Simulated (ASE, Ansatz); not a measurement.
# Relaxing 1T-TiS2/h-SiC heterobilayer (86 atoms)

How does 1T-TiS2/h-SiC heterobilayer (86 atoms) relax, and what do bonds, charges and levels look like afterwards?

Program: Ansatz 0.2.0. Level of theory: Kohn-Sham DFT, PBE+D3(BJ), PAW (set soft_2), plane waves. Results are calculated unless marked as measured.

### 1. The structure

The cell holds 86 atoms: 16 Ti, 32 S, 19 Si and 19 C. Cell: a = 13.576 Å, b = 13.576 Å, c = 22.050 Å, α = 90.0°, β = 90.0°, γ = 120.0°. It derives from TiS2 and SiC. 16 cells of 1T-TiS2 (a = 3.41 Å, strained -0.47 %) and 19 cells of h-SiC (a = 3.1 Å, +0.47 %) on one hexagonal cell, twist 36.59 deg; facing planes 3.19 Å apart; 16 Å of vacuum; displaced by a Gaussian of 0.01 Å. Regions: layer 1, 48 atoms (16 Ti and 32 S); layer 2, 38 atoms (19 Si and 19 C). Vacuum lies along c.

Limits known from the start: The main run has no spin polarisation, so moments on Ti can't form in it, and no Hubbard term. Sampling is at Γ alone, for a cell whose shortest periodic width is 12 Å.

### 2. Single point at the start

A single point comes first, to see the forces before anything moves.

The input, input.yaml:

```yaml
crystal:
  lattice:
    - [13.5763, 0.0, 0.0]
    - [-6.78815, 11.75742, 0.0]
    - [0.0, 0.0, 22.05]
  atoms:
    - { symbol: Ti, position: [0.00097, 0.00073, 0.42828] }
    - { symbol: S, position: [0.08343, 0.16739, 0.49216] }
    - { symbol: S, position: [0.16694, 0.08253, 0.36308] }
    - { symbol: Ti, position: [0.99941, 0.25007, 0.42748] }
    - { symbol: S, position: [0.08395, 0.41666, 0.4917] }
    - { symbol: S, position: [0.1663, 0.33198, 0.36331] }
    - { symbol: Ti, position: [0.00013, 0.50114, 0.42745] }
    - { symbol: S, position: [0.08239, 0.66541, 0.49253] }
    - { symbol: S, position: [0.16715, 0.5843, 0.36272] }
    - { symbol: Ti, position: [0.99931, 0.74965, 0.42726] }
    - { symbol: S, position: [0.08444, 0.9175, 0.49242] }
    - { symbol: S, position: [0.16795, 0.83187, 0.36278] }
    - { symbol: Ti, position: [0.25005, 0.00027, 0.4271] }
    - { symbol: S, position: [0.33131, 0.16709, 0.49346] }
    - { symbol: S, position: [0.41558, 0.08328, 0.36318] }
    - { symbol: Ti, position: [0.24885, 0.25029, 0.42781] }
    - { symbol: S, position: [0.33389, 0.4171, 0.49196] }
    - { symbol: S, position: [0.41738, 0.33378, 0.36211] }
    - { symbol: Ti, position: [0.25133, 0.49959, 0.42739] }
    - { symbol: S, position: [0.33358, 0.66756, 0.49257] }
    - { symbol: S, position: [0.41571, 0.58314, 0.36215] }
    - { symbol: Ti, position: [0.25083, 0.75032, 0.42763] }
    - { symbol: S, position: [0.33387, 0.91694, 0.49256] }
    - { symbol: S, position: [0.4156, 0.83369, 0.36288] }
    - { symbol: Ti, position: [0.49851, 0.9994, 0.42728] }
    - { symbol: S, position: [0.58309, 0.16705, 0.49241] }
    - { symbol: S, position: [0.66779, 0.08171, 0.36349] }
    - { symbol: Ti, position: [0.49966, 0.24984, 0.4283] }
    - { symbol: S, position: [0.58417, 0.41601, 0.4929] }
    - { symbol: S, position: [0.66498, 0.33255, 0.36252] }
    - { symbol: Ti, position: [0.50205, 0.50129, 0.42782] }
    - { symbol: S, position: [0.58223, 0.66503, 0.49221] }
    - { symbol: S, position: [0.66744, 0.58326, 0.36248] }
    - { symbol: Ti, position: [0.49924, 0.75022, 0.42717] }
    - { symbol: S, position: [0.58261, 0.91719, 0.49122] }
    - { symbol: S, position: [0.66667, 0.83337, 0.36341] }
    - { symbol: Ti, position: [0.74981, 0.00091, 0.42801] }
    - { symbol: S, position: [0.83393, 0.1661, 0.4922] }
    - { symbol: S, position: [0.91591, 0.08204, 0.36293] }
    - { symbol: Ti, position: [0.7499, 0.25028, 0.42834] }
    - { symbol: S, position: [0.83361, 0.4163, 0.4921] }
    - { symbol: S, position: [0.91752, 0.33392, 0.36226] }
    - { symbol: Ti, position: [0.74968, 0.50081, 0.42799] }
    - { symbol: S, position: [0.83371, 0.66806, 0.49259] }
    - { symbol: S, position: [0.91479, 0.58387, 0.36248] }
    - { symbol: Ti, position: [0.74928, 0.74978, 0.42767] }
    - { symbol: S, position: [0.83203, 0.91543, 0.49248] }
    - { symbol: S, position: [0.91694, 0.8329, 0.363] }
    - { symbol: Si, position: [0.91472, 0.15261, 0.63763] }
    - { symbol: C, position: [0.93307, 0.02923, 0.6369] }
    - { symbol: Si, position: [0.01892, 0.41464, 0.63758] }
    - { symbol: C, position: [0.03657, 0.29181, 0.63814] }
    - { symbol: Si, position: [0.86167, 0.52053, 0.63679] }
    - { symbol: C, position: [0.87841, 0.39742, 0.63693] }
    - { symbol: Si, position: [0.96858, 0.78441, 0.63702] }
    - { symbol: C, position: [0.98501, 0.6615, 0.63838] }
    - { symbol: Si, position: [0.07094, 0.04626, 0.6367] }
    - { symbol: C, position: [0.08942, 0.92224, 0.6374] }
    - { symbol: Si, position: [0.17653, 0.30784, 0.63712] }
    - { symbol: C, position: [0.19559, 0.1867, 0.6379] }
    - { symbol: Si, position: [0.125, 0.67824, 0.63708] }
    - { symbol: C, position: [0.14316, 0.55613, 0.6374] }
    - { symbol: Si, position: [0.23157, 0.94103, 0.63772] }
    - { symbol: C, position: [0.24776, 0.81853, 0.63765] }
    - { symbol: Si, position: [0.3339, 0.20358, 0.63744] }
    - { symbol: C, position: [0.35241, 0.08083, 0.63707] }
    - { symbol: Si, position: [0.43979, 0.46752, 0.6376] }
    - { symbol: C, position: [0.4585, 0.34571, 0.63722] }
    - { symbol: Si, position: [0.28176, 0.57281, 0.63685] }
    - { symbol: C, position: [0.30167, 0.44978, 0.63715] }
    - { symbol: Si, position: [0.38889, 0.83715, 0.63735] }
    - { symbol: C, position: [0.40433, 0.71205, 0.63737] }
    - { symbol: Si, position: [0.49233, 0.09918, 0.63678] }
    - { symbol: C, position: [0.50973, 0.97531, 0.63745] }
    - { symbol: Si, position: [0.59915, 0.36309, 0.63718] }
    - { symbol: C, position: [0.61577, 0.24002, 0.63657] }
    - { symbol: Si, position: [0.54675, 0.73169, 0.63621] }
    - { symbol: C, position: [0.56238, 0.60865, 0.63635] }
    - { symbol: Si, position: [0.65025, 0.99422, 0.6376] }
    - { symbol: C, position: [0.66866, 0.86993, 0.63709] }
    - { symbol: Si, position: [0.7554, 0.25771, 0.63736] }
    - { symbol: C, position: [0.77487, 0.13514, 0.63735] }
    - { symbol: Si, position: [0.70373, 0.62501, 0.6366] }
    - { symbol: C, position: [0.72011, 0.50235, 0.63758] }
    - { symbol: Si, position: [0.8091, 0.8904, 0.63679] }
    - { symbol: C, position: [0.82782, 0.76524, 0.63667] }
kpoints:
  mp_grid: { grid: [1, 1, 1] }
hamiltonian:
  xc: pbe
  dispersion: d3bj
scf:
  occupations: { method: gaussian, width: 0.05 }
output:
  forces: true
  populations: intrinsic
  dos:
    method: { smearing: { sigma: 0.1 } }
    de: 0.1
    projected:
      site_lists:
        C: [C]
        S: [S]
        Si: [Si]
        Ti: [Ti]
        layer_1: [0, 1, 2, 3, 4, 5, 6, 7, 8, 9, 10, 11, 12, 13, 14, 15, 16, 17, 18, 19, 20, 21, 22, 23, 24, 25, 26, 27, 28, 29, 30, 31, 32, 33, 34, 35, 36, 37, 38, 39, 40, 41, 42, 43, 44, 45, 46, 47]
        layer_2: [48, 49, 50, 51, 52, 53, 54, 55, 56, 57, 58, 59, 60, 61, 62, 63, 64, 65, 66, 67, 68, 69, 70, 71, 72, 73, 74, 75, 76, 77, 78, 79, 80, 81, 82, 83, 84, 85]
  eigenvalues: true
```

Launch:

```
$ ansatz run input.yaml --threads 4 --pin off --max-ram 8192MiB --backend cpu --events-out ev --progress --plain --runs-dir out
```

Numbers of over 12 decimals in the logs are rounded to 6 here.

The program printed:

```text
Engine: ansatz 0.2.0, aarch64-unknown-linux-gnu
Pseudopotentials: kind: paw
Pseudopotential: Ti, paw, valence charge 12, recommended cutoff 420 eV (normal), Ti.paw.azcp
Pseudopotential: S, paw, valence charge 6, recommended cutoff 420 eV (normal), S.paw.azcp
Pseudopotential: Si, paw, valence charge 4, recommended cutoff 420 eV (normal), Si.paw.azcp
Pseudopotential: C, paw, valence charge 4, recommended cutoff 420 eV (normal), C.paw.azcp
[... 5 lines on functional and potentials left out ...]
Crystal: 86 atoms, lattice volume = 3519.671 Å³
Basis set: ecut = 420 eV, 68881 PW (Γ), exchange–correlation on 192×192×300 points (8 copies of the dense FFT grid, shifted against one another)
Bands: 354, of which v1, the nominal top of the filled ones, is band 268 counted from 1 (267 counted from 0)
Symmetry: 1 space group operations
Space group: P1 (ITA 1), of the structure as read, at distance tolerance 1.5e-4 Å
k-points: 1
[... 9 lines on functional and potentials left out ...]
Initial density: superposition of atomic densities (neutral atoms: chi_scale 0, normalization atom), corrected by the library's trained network
Initial wavefunctions: pseudopotential atomic-orbital guess
Functional: x = pbe(κ = 0.804, μ = 0.219515), c = pbe(β = 0.066725)
SCF iter   1: F=—  HF=-85780.184409 eV  |F-HF|=—  |Δ(HF+E_count)|=         —  Δρ=5.05e-3  dr2=3.22e0  ethr=1.77e-3  ⟨swp⟩=7.0  Hψ=1665  notcnv=0
preconditioner: auto → LDOS  [insulator: Δε(μ)=0.100 eV  Ē_g=7.641 eV  σ=0.050 eV  W_gap=0.84  n_scr=462 (ndim 8)  ℏωp=12.6 eV  f_vac=0.554  D(μ)=38.61/eV (n_scr^D=146)  ε∞_Penn≈3.7  β→1.0]
SCF iter   2: F=—  HF=-85779.881544 eV  |F-HF|=—  |Δ(HF+E_count)|=   3.03e-1  Δρ=3.26e-3  dr2=1.26e0  ethr=6.01e-4  ⟨swp⟩=2.0  Hψ=556  notcnv=0  defer=75
SCF iter   3: F=—  HF=-85779.754533 eV  |F-HF|=—  |Δ(HF+E_count)|=   1.27e-1  Δρ=1.04e-3  dr2=2.02e-1  ethr=2.35e-4  ⟨swp⟩=2.0  Hψ=443  notcnv=0  defer=75
SCF iter   4: F=—  HF=-85779.738117 eV  |F-HF|=—  |Δ(HF+E_count)|=   1.64e-2  Δρ=4.88e-4  dr2=5.52e-2  ethr=3.76e-5  ⟨swp⟩=2.0  Hψ=539  notcnv=0  defer=75
SCF iter   5: F=—  HF=-85779.733742 eV  |F-HF|=—  |Δ(HF+E_count)|=   4.38e-3  Δρ=3.31e-4  dr2=1.86e-2  ethr=1.03e-5  ⟨swp⟩=2.0  Hψ=475  notcnv=0  defer=75
SCF iter   6: F=—  HF=-85779.732114 eV  |F-HF|=—  |Δ(HF+E_count)|=   1.63e-3  Δρ=1.59e-4  dr2=3.65e-3  ethr=3.47e-6  ⟨swp⟩=2.0  Hψ=481  notcnv=0  defer=75
SCF iter   7: F=—  HF=-85779.731877 eV  |F-HF|=—  |Δ(HF+E_count)|=   2.36e-4  Δρ=6.79e-5  dr2=3.59e-4  ethr=6.81e-7  ⟨swp⟩=2.0  Hψ=446  notcnv=0  defer=75
SCF iter   8: F=—  HF=-85779.731933 eV  |F-HF|=—  |Δ(HF+E_count)|=   5.55e-5  Δρ=1.88e-5  dr2=2.77e-5  ethr=6.70e-8  ⟨swp⟩=3.0  Hψ=500  notcnv=0  defer=75
SCF iter   9: F=—  HF=-85779.730710 eV  |F-HF|=—  |Δ(HF+E_count)|=   1.22e-3  Δρ=8.28e-6  dr2=5.99e-6  ethr=5.17e-9  ⟨swp⟩=3.0  Hψ=487  notcnv=0  defer=75
SCF iter  10: F=—  HF=-85779.730715 eV  |F-HF|=—  |Δ(HF+E_count)|=   5.16e-6  Δρ=4.16e-6  dr2=2.63e-6  ethr=1.12e-9  ⟨swp⟩=2.0  Hψ=441  notcnv=0  defer=75
SCF iter  11: F=—  HF=-85779.730716 eV  |F-HF|=—  |Δ(HF+E_count)|=   4.05e-7  Δρ=2.68e-6  dr2=1.30e-6  ethr=4.91e-10  ⟨swp⟩=2.0  Hψ=443  notcnv=0  defer=75
SCF iter  12: F=—  HF=-85779.730716 eV  |F-HF|=—  |Δ(HF+E_count)|=   3.08e-8  Δρ=1.75e-6  dr2=5.41e-7  ethr=2.42e-10  ⟨swp⟩=2.0  Hψ=416  notcnv=0  defer=75
SCF iter  13: F=—  HF=-85779.730716 eV  |F-HF|=—  |Δ(HF+E_count)|=   3.60e-8  Δρ=8.88e-7  dr2=1.34e-7  ethr=1.01e-10  ⟨swp⟩=2.0  Hψ=418  notcnv=0  defer=75
SCF iter  14: F=-85779.730716 eV  HF=-85779.730716 eV  |F-HF|=3.86e-8  |Δ(HF+E_count)|=   1.09e-7  Δρ=4.59e-7  dr2=2.84e-8  ethr=1.87e-11  ⟨swp⟩=14.0  Hψ=1979  notcnv=0
SCF 1 converged in 14 iterations: F = -85779.730716 eV  dr2 = 2.84e-8
  greatest PAW one-centre occupation: 0.999 electrons in one spin orbital (limit 2), on the Ti atom at site 36 (counted from 0), in its partial waves of l = 0
SCF converged after 14 iterations
Free energy (F): -85779.730716 eV
Harris-Foulkes:  -85779.730716 eV  (|F-HF|=3.86e-8)
Internal energy: -85779.634637 eV  (E = F + TS)
E sigma→0 (E₀):  -85779.682677 eV
Entropy (-TS):   -0.096079 eV (-1.117 meV/atom)
Fermi energy:    -0.211979 eV
--- Per-component energies (eV) ---
  E_band       = -7443.215750
  E_kinetic    = 10256.511021
  E_local      = -275233.543905  (includes V_loc(G=0)·N_el)
  E_nonlocal   = 1999.542335
  E_hartree    = 132672.892096
  E_xc         = -6642.155118
  E_vxc        = -6784.342742  (∫ρ·V_xc dr)
  E_paw        = -47575.770835  (= ΣΔE_a)
  E_vpaw       = -3027.179346  (= ΣTr[D̂ρ^β])
  E_aug_tail   = 0.002442  (compensation charges beyond the density's cutoff)
  E_ewald      = 98765.017945
  E_disp       = -22.130620  (pairwise vdW)
  E_smearing   = -0.096079  (= −TS)
  E_closure    = 0.000000  (closes the sum)
  Σ components = -85779.730716   (vs F -85779.730716, Δ=0.00e0)
--- Forces (eV/Å), atoms counted from 1 ---
  atom   1  Ti     0.00776464    -0.06256357    -0.03188599
  atom   2  S     -0.01050409    -0.09860823     0.06535030
  atom   3  S     -0.07862951     0.00823677     0.04149723
  atom   4  Ti    -0.09861462    -0.00293815    -0.14018637
  atom   5  S     -0.18005005     0.03538622     0.04720284
  atom   6  S      0.00753764     0.06783859    -0.04559924
  atom   7  Ti     0.19694947    -0.03543063    -0.09018639
  atom   8  S      0.10903080     0.09142443    -0.02896601
  atom   9  S     -0.03460474    -0.13390687     0.12395437
  atom  10  Ti    -0.03798960     0.04706043     0.02117411
  atom  11  S     -0.06563056    -0.07688575    -0.22987166
  atom  12  S     -0.11672939     0.07822118     0.14628185
  atom  13  Ti    -0.04085058    -0.01875552     0.13275200
  atom  14  S      0.19030412     0.00914331    -0.15256225
[...]
atom  85  Si     0.77253571    -0.86257531    -0.40805525
  atom  86  C     -0.66274673     0.50017388     0.14086276
  max |Σ_I F_I| component: 1.08e-4 eV/Å
--- Band table (eV) ---
  k-point 0: bands = ["-57.9609", "-57.9463", "-57.9433", "-57.9378", [... 338 levels ...], "3.1512", "3.1785", "3.1987", "3.2671", "3.2995", "3.3027", "3.3087", "3.3250", "3.3407", "3.3775", "3.5033", "3.5479"]
--- intrinsic populations: 86 sites ---
  site symbol       q [e]
     0     Ti     11.2380
     1      S      6.3980
     2      S      6.3786
[...]
85      C      5.0323
  spilling = 0.000000 (of n_electrons = 536.000000)
```

Wall time 44 s (4 threads of Arm Neoverse V2, shared host); peak memory 4 GiB.

Reading the cycles: dr2 is the Hartree energy of the density residual (eV), the measure of convergence; HF is the Harris–Foulkes estimate of the energy, which meets the free energy F at convergence.

The run gave:

```yaml
free_energy: -85779.7307 eV
free_energy_per_atom: -997.4387 eV/atom
scf_cycles: 14
r_m_s_force_component: 0.2773 eV/Å
longest_force: 1.314 eV/Å
fermi_energy: -0.212 eV
levels_partly_filled_by_over_2_per_cent: 5
```

The r.m.s. force component of 0.28 eV/Å sets the starting point.

Length of the force by element:

```csv
element,coordination,atoms,mean length of the force (eV/Å),spread,least,most
C,all,19,0.654,0.287,0.252,1.31
S,all,32,0.170,0.0684,0.0549,0.342
Si,all,19,0.627,0.232,0.297,1.23
Ti,all,16,0.173,0.0789,0.0641,0.335
```

### 3. Relaxation

With the cell held, the atoms are moved downhill towards a nearby minimum.

input.yaml, the sections that differ from step 2:

```yaml
output:
  forces: true
relax:
  f_tol: 0.05
  max_steps: 173
# crystal, kpoints, hamiltonian, scf: as in step 2
```

The program printed:

```text
[...]
Crystal: 86 atoms, lattice volume = 3519.671 Å³
Basis set: ecut = 420 eV, 68881 PW (Γ), exchange–correlation on 192×192×300 points (8 copies of the dense FFT grid, shifted against one another)
Bands: 354, of which v1, the nominal top of the filled ones, is band 268 counted from 1 (267 counted from 0)
Symmetry: 1 space group operations
[...]
k-points: 1
[...]
SCF iter   1: F=—  HF=-85780.184399 eV  |F-HF|=—  |Δ(HF+E_count)|=         —  Δρ=5.05e-3  dr2=3.22e0  ethr=1.77e-3  ⟨swp⟩=7.0  Hψ=1665  notcnv=0
[...]
SCF iter   8: F=-85779.730696 eV  HF=-85779.730684 eV  |F-HF|=1.21e-5  |Δ(HF+E_count)|=   3.67e-5  Δρ=1.86e-5  dr2=2.76e-5  ethr=1.17e-8  ⟨swp⟩=3.0  Hψ=1331  notcnv=0
SCF 1 converged in 8 iterations: F = -85779.730696 eV  dr2 = 2.76e-5
[...]
relax step   1: F+E_penalty+E_count = -85779.73069597 eV  Δ(F+E_penalty+E_count) = +0.000e0 eV  max|allowed force component| = 1.295e0 eV/Å  Δτ_max = 0.0000 Å  (8 SCF iters, dr2 threshold 6.25e-5 eV, accepted)
[...]
relax step   2: F+E_penalty+E_count = -85780.02911984 eV  Δ(F+E_penalty+E_count) = -2.984e-1 eV  max|allowed force component| = 7.007e-1 eV/Å  Δτ_max = 0.1899 Å  (7 SCF iters, dr2 threshold 1.00e-4 eV, accepted)
[...]
relax step   3: F+E_penalty+E_count = -85780.32451055 eV  Δ(F+E_penalty+E_count) = -2.954e-1 eV  max|allowed force component| = 4.737e-1 eV/Å  Δτ_max = 0.0556 Å  (8 SCF iters, dr2 threshold 3.07e-5 eV, accepted)
relax step   4: F+E_penalty+E_count = -85779.78095580 eV  Δ(F+E_penalty+E_count) = +5.436e-1 eV  max|allowed force component| = 1.789e0 eV/Å  Δτ_max = 0.1524 Å  (10 SCF iters, dr2 threshold 6.57e-5 eV, rejected (line search))
relax step   5: F+E_penalty+E_count = -85780.56280657 eV  Δ(F+E_penalty+E_count) = -2.383e-1 eV  max|allowed force component| = 5.885e-1 eV/Å  Δτ_max = 0.0599 Å  (15 SCF iters, accepted)
relax step   6: F+E_penalty+E_count = -85780.63981926 eV  Δ(F+E_penalty+E_count) = -7.701e-2 eV  max|allowed force component| = 6.747e-1 eV/Å  Δτ_max = 0.0944 Å  (9 SCF iters, dr2 threshold 1.00e-4 eV, accepted)
relax step   7: F+E_penalty+E_count = -85780.74556586 eV  Δ(F+E_penalty+E_count) = -1.057e-1 eV  max|allowed force component| = 1.787e-1 eV/Å  Δτ_max = 0.0831 Å  (8 SCF iters, dr2 threshold 1.00e-4 eV, accepted)
relax step   8: F+E_penalty+E_count = -85780.78125103 eV  Δ(F+E_penalty+E_count) = -3.569e-2 eV  max|allowed force component| = 9.680e-2 eV/Å  Δτ_max = 0.0561 Å  (11 SCF iters, accepted)
[...]
relax step   9: F+E_penalty+E_count = -85780.79190260 eV  Δ(F+E_penalty+E_count) = -1.065e-2 eV  max|allowed force component| = 3.236e-2 eV/Å  Δτ_max = 0.0310 Å  (11 SCF iters, accepted)
SCF converged after 11 iterations
Free energy (F): -85780.791903 eV
[...]
Internal energy: -85780.791903 eV  (E = F + TS)
E sigma→0 (E₀):  -85780.791903 eV
Entropy (-TS):   -0.000000 eV (-0.000 meV/atom)
Fermi energy:    -0.387046 eV
[...]
--- Forces (eV/Å), atoms counted from 1 ---
  atom   1  Ti    -0.01626350    -0.00378415     0.00308587
  atom   2  S      0.01547764     0.00618676     0.00173254
  atom   3  S      0.01084900     0.00694182    -0.00202038
  atom   4  Ti    -0.00079355     0.00959935     0.00368815
  atom   5  S     -0.00551160    -0.01638085     0.01190553
  atom   6  S      0.00528178     0.00769460    -0.00462877
  atom   7  Ti     0.00541100    -0.00588568    -0.00177756
  atom   8  S      0.01514680     0.00010985    -0.00806603
  atom   9  S     -0.00660820     0.00125313    -0.01041725
  atom  10  Ti    -0.00400648    -0.00897267    -0.01331925
  atom  11  S      0.00383472     0.01338138     0.00732499
  atom  12  S      0.01875938    -0.01152755     0.01265419
  atom  13  Ti    -0.01465659    -0.00468809     0.00373385
  atom  14  S      0.01468887     0.01045893    -0.00639485
[...]
atom  85  Si     0.01014555    -0.01040635    -0.00120123
  atom  86  C     -0.00063222    -0.00120532    -0.00029786
  max |Σ_I F_I| component: 1.62e-4 eV/Å
--- Relaxed structure (9 steps of the walk, 8 accepted, 0 SCFs on fresh bases) ---
  F+E_penalty+E_count = -85780.79190260 eV   max|allowed force component| = 3.236e-2 eV/Å
  atoms:
    - { symbol: Ti, position: [0.00974963, 0.00158555, 0.427543] }
    - { symbol: S, position: [0.082458, 0.167540, 0.491511] }
    - { symbol: S, position: [0.162871, 0.079280, 0.362189] }
    - { symbol: Ti, position: [0.989513, 0.240183, 0.426624] }
[...]
- { symbol: C, position: [0.827228, 0.765304, 0.636611] }
```

The job ended after 3.4 min (4 threads; peak memory 3.9 GiB; 13 min of CPU time).

Relaxation path:

```
step  energy less that of the first step (eV)  largest force component (eV/Å)
   1                                   0.0000                          1.2945
   2                                  -0.2984                          0.7007
   3                                  -0.5938                          0.4737
   4                                  -0.0503                          1.7892
   5                                  -0.8321                          0.5885
   6                                  -0.9091                          0.6747
   7                                  -1.0149                          0.1787
   8                                  -1.0506                          0.0968
   9                                  -1.0612                          0.0324
```

Relaxation step 4 was tried and not accepted.

The atoms that moved most (Å):

| atom | dx | dy | dz | length |
| --- | --- | --- | --- | --- |
| Ti22 | -0.087 | 0.128 | 0.013 | 0.155 |
| Ti40 | -0.075 | 0.127 | -0.015 | 0.149 |
| Ti46 | -0.073 | 0.125 | 0.023 | 0.146 |
| Ti16 | -0.066 | 0.127 | -0.022 | 0.145 |
| Ti10 | -0.083 | -0.104 | 0.031 | 0.136 |
| Ti28 | -0.074 | -0.113 | 0.016 | 0.136 |
| Ti4 | -0.067 | -0.116 | -0.019 | 0.136 |
| Ti25 | 0.130 | 0.016 | 0.004 | 0.131 |

The relaxation changed the energy by -12.3 meV/atom, and atoms moved by 0.067 Å r.m.s., 0.15 Å at most.

(Continued in part 2 of 2.)

[Logs are printed without paths, hosts, clocks, repeated set-up lines and the standing remarks that a program may print on its own settings, such as how far it seeks lower states.]

[Hosts, paths, dates, database ids (printed as entryN), source tags and the programs' standing remarks are cut or masked in the printed files.]
